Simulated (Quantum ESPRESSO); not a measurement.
Consider ZnGeO3 (R-3).

```
CELL_PARAMETERS angstrom
2.52269 1.45647 4.69420
-2.52269 1.45647 4.69420
0.00000 -2.91295 4.69420
ATOMIC_POSITIONS crystal
Ge 0.84365 0.84365 0.84365
Ge 0.15635 0.15635 0.15635
Zn 0.63163 0.63163 0.63163
Zn 0.36837 0.36837 0.36837
O 0.21418 0.95363 0.56093
O 0.56093 0.21418 0.95363
O 0.95363 0.56093 0.21418
O 0.43907 0.78582 0.04637
O 0.78582 0.04637 0.43907
O 0.04637 0.43907 0.78582
```

Absorber: atom 3, with 3 O at 2.02 Å and 3 O at 2.34 Å (6-fold, site symmetry 3). Method: Quantum ESPRESSO XSpectra, PBEsol, full core hole (charged cell), 10-atom cell with 5.0 Å between holes, 5×5×5 k points, dipole transitions, Lorentzian half width 0.83 eV up to 4 eV, rising linearly to 1.75 eV at 25 eV (not a setting of the program: the run's 0.4 eV curve was folded afterwards with a further Lorentzian).

Q: Predict the near-edge structure at the Zn K edge.

Main maxima up to 30 eV above the zero (height): 7.9 eV (1.98) and 14.4 eV (1.08). A K edge sees empty p states on the absorber. The total-energy difference plus the lowest empty eigenvalue puts the zero at 9686.18 eV. One term is added: -30.96 eV, since the hole is spin-paired here and a spin-polarised one costs that much less in the free atom (computed apart). The photon energy is then 9655.22 eV. The tabulated edge of the element is 9659 eV. The functional and the charged cell's background leave an error in such absolute values: in the free atom PBEsol prices this hole 8.8 eV below PBE (computed apart), and PBE is itself good to a few eV.

The Zn K spectrum (energy from the lowest empty level; intensity scaled to a mean of 1 over the first 20 eV; folded afterwards to Lorentzian half width 0.83 eV up to 4 eV, rising linearly to 1.75 eV at 25 eV; the points at xe0, where the cut of filled states can leave a spike, are interpolated; polarised curves are means over the symmetry-equivalent atoms):

| E (eV) | isotropic | ε ⊥ c | ε ∥ c |
| --- | --- | --- | --- |
| -2.0 | 0.07 | 0.06 | 0.07 |
| -1.5 | 0.07 | 0.07 | 0.08 |
| -1.0 | 0.08 | 0.08 | 0.09 |
| -0.5 | 0.09 | 0.08 | 0.10 |
| 0.0 | 0.10 | 0.09 | 0.11 |
| 0.5 | 0.12 | 0.11 | 0.13 |
| 1.0 | 0.14 | 0.12 | 0.16 |
| 1.5 | 0.16 | 0.15 | 0.20 |
| 2.0 | 0.20 | 0.18 | 0.25 |
| 2.5 | 0.26 | 0.22 | 0.33 |
| 3.0 | 0.32 | 0.28 | 0.40 |
| 3.5 | 0.41 | 0.38 | 0.47 |
| 4.0 | 0.52 | 0.49 | 0.56 |
| 4.5 | 0.59 | 0.55 | 0.68 |
| 5.0 | 0.70 | 0.60 | 0.89 |
| 5.5 | 0.91 | 0.73 | 1.27 |
| 6.0 | 1.25 | 0.95 | 1.86 |
| 6.5 | 1.61 | 1.26 | 2.30 |
| 7.0 | 1.82 | 1.60 | 2.27 |
| 7.5 | 1.95 | 1.90 | 2.05 |
| 8.0 | 1.98 | 2.06 | 1.81 |
| 8.5 | 1.92 | 2.07 | 1.62 |
| 9.0 | 1.85 | 2.00 | 1.55 |
| 9.5 | 1.77 | 1.88 | 1.56 |
| 10.0 | 1.66 | 1.71 | 1.55 |
| 10.5 | 1.49 | 1.50 | 1.48 |
| 11.0 | 1.32 | 1.30 | 1.37 |
| 11.5 | 1.16 | 1.14 | 1.20 |
| 12.0 | 1.03 | 1.03 | 1.02 |
| 12.5 | 0.95 | 0.98 | 0.90 |
| 13.0 | 0.96 | 1.01 | 0.85 |
| 13.5 | 1.01 | 1.09 | 0.85 |
| 14.0 | 1.06 | 1.16 | 0.86 |
| 14.5 | 1.08 | 1.20 | 0.84 |
| 15.0 | 1.06 | 1.18 | 0.81 |
| 15.5 | 1.01 | 1.13 | 0.79 |
| 16.0 | 0.97 | 1.08 | 0.77 |
| 16.5 | 0.94 | 1.03 | 0.76 |
| 17.0 | 0.91 | 0.99 | 0.77 |
| 17.5 | 0.88 | 0.94 | 0.78 |
| 18.0 | 0.86 | 0.89 | 0.80 |
| 18.5 | 0.85 | 0.86 | 0.83 |
| 19.0 | 0.86 | 0.86 | 0.85 |
| 19.5 | 0.85 | 0.86 | 0.83 |
| 20.0 | 0.84 | 0.86 | 0.79 |
| 20.5 | 0.81 | 0.85 | 0.75 |
| 21.0 | 0.79 | 0.83 | 0.72 |
| 21.5 | 0.77 | 0.81 | 0.68 |
| 22.0 | 0.75 | 0.80 | 0.65 |
| 22.5 | 0.73 | 0.79 | 0.61 |
| 23.0 | 0.71 | 0.78 | 0.58 |
| 23.5 | 0.70 | 0.78 | 0.55 |
| 24.0 | 0.70 | 0.79 | 0.53 |
| 24.5 | 0.70 | 0.79 | 0.52 |
| 25.0 | 0.70 | 0.79 | 0.52 |
| 25.5 | 0.70 | 0.79 | 0.53 |
| 26.0 | 0.71 | 0.79 | 0.54 |
| 26.5 | 0.72 | 0.79 | 0.57 |
| 27.0 | 0.72 | 0.78 | 0.60 |
| 27.5 | 0.72 | 0.76 | 0.64 |
| 28.0 | 0.72 | 0.74 | 0.67 |
| 28.5 | 0.72 | 0.72 | 0.71 |
| 29.0 | 0.72 | 0.71 | 0.74 |
| 29.5 | 0.72 | 0.69 | 0.77 |
| 30.0 | 0.72 | 0.69 | 0.80 |
| 30.5 | 0.73 | 0.68 | 0.83 |
| 31.0 | 0.74 | 0.68 | 0.86 |
| 31.5 | 0.75 | 0.68 | 0.90 |
| 32.0 | 0.76 | 0.68 | 0.93 |

The holes are only 5.0 Å apart, so the shape is probably not converged with cell size; no larger cell was run here. The structure is a computed Materials Project entry and may be a hypothetical form.

[Banner, clock and machine lines of the logs are left out without a mark of their own.]

[Logs are printed without paths, hosts, clocks, repeated set-up lines and the standing remarks that a program may print on its own settings, such as how far it seeks lower states.]

[Hosts, paths, dates, database ids (printed as entryN), source tags and the programs' standing remarks are cut or masked in the printed files.]

[Lists of maxima count a maximum above −3 eV only where it reaches 4 % of the highest in the window and stands out from its surroundings by 2 % of it (1.5 % where it reaches 55 %); shoulders and weaker maxima are passed over, and of the rest the first, up to two pre-edge ones and the few strongest are named.]
